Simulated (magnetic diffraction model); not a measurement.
# CeCrPt3Pb: the ordered moment from one line

Space group P-6m2 (no. 187), a = 5.6940 Å, c = 4.4740 Å.

```
site  atom       x       y    z
  1a    Pb       0       0    0
  3k    Pt  0.8342  0.6684  1/2
  1c    Ce     1/3     2/3    0
  1e    Cr     2/3     1/3    0
```

This is a made-up structure (elements placed in a structure type, unrelaxed), so the numbers test the method and describe no known phase.

Only Ce and Cr are taken to order (form factors of Ce3+ and Cr2+); orders and moment sizes are assumed, and not adapted to the symmetry. Radiation: neutrons of λ = 1.8 Å, 5° to 75°; isotropic B of 0.19 Å² (Pb), 0.21 Å² (Pt), 0.24 Å² (Ce) and 0.39 Å² (Cr). The intensities are simulated: I ∝ L Σ (|F_N|² + |F_M⊥|²) for unpolarised neutrons, with F_M = 2.695 fm/μB × Σ f(s) S exp(2πi Q·r) exp(−B s²) at Q = H ± k (one set where k and −k are equivalent), only the part normal to Q counting and L = 1/(sin²θ cos θ). For collinear order S is the moment m, which repeats by lattice and centring translations R with the sign exp(−2πi k·R). Form factors are spin-only for 3d ions and dipole or tabulated for f ions, scattering lengths are Sears's of 1992, and absorption is left out. A label names one of the reflections at its angle. The strongest nuclear line in the range is 100, and lines under 0.2 are left out.

In a first state the assumed order is k = (0 0 0), collinear moments along [100], 1.6 μB on Ce and 1.99 μB on Cr; signs + at (1/3, 2/3, 0), − at (2/3, 1/3, 0), with this pattern:

| 2θ (°) | index | nuclear | magnetic |
| --- | --- | --- | --- |
| 21.03 | (1 0 0) | 39.8 | 7.5 |
| 23.21 | (0 0 1) | 8.5 | 0.0 |
| 31.52 | (1 0 1) | 20.3 | 8.7 |
| 36.86 | (1 1 0) | 6.0 | 0.0 |
| 42.82 | (2 0 0) | 51.0 | 1.2 |
| 44.01 | (1 1 1) | 96.2 | 0.0 |
| 47.45 | (0 0 2) | 40.6 | 0.0 |
| 49.26 | (2 0 1) | 100.0 | 2.0 |
| 52.44 | (1 0 2) | 14.6 | 2.4 |
| 57.75 | (2 1 0) | 11.9 | 1.0 |
| 61.55 | (1 1 2) | 4.9 | 0.1 |
| 63.08 | (2 1 1) | 13.0 | 1.6 |
| 65.81 | (2 0 2) | 50.1 | 1.0 |
| 66.40 | (3 0 0) | 2.2 | 0.0 |
| 71.37 | (3 0 1) | 44.1 | 0.1 |
| 74.24 | (0 0 3) | 1.1 | 0.0 |

**Question.** Nearer the ordering temperature the line at 31.52° has total intensity 26.6 on the same scale, and all moments have shrunk alike. How large is the Ce moment?

The nuclear part, 20.3, stays, so the magnetic part is 6.3 against 8.7. It goes as m², so m = 1.6 × √(6.3/8.7) = 1.36 μB; the value used was 1.36 μB.

[Logs are printed without paths, hosts, clocks, repeated set-up lines and the standing remarks that a program may print on its own settings, such as how far it seeks lower states.]
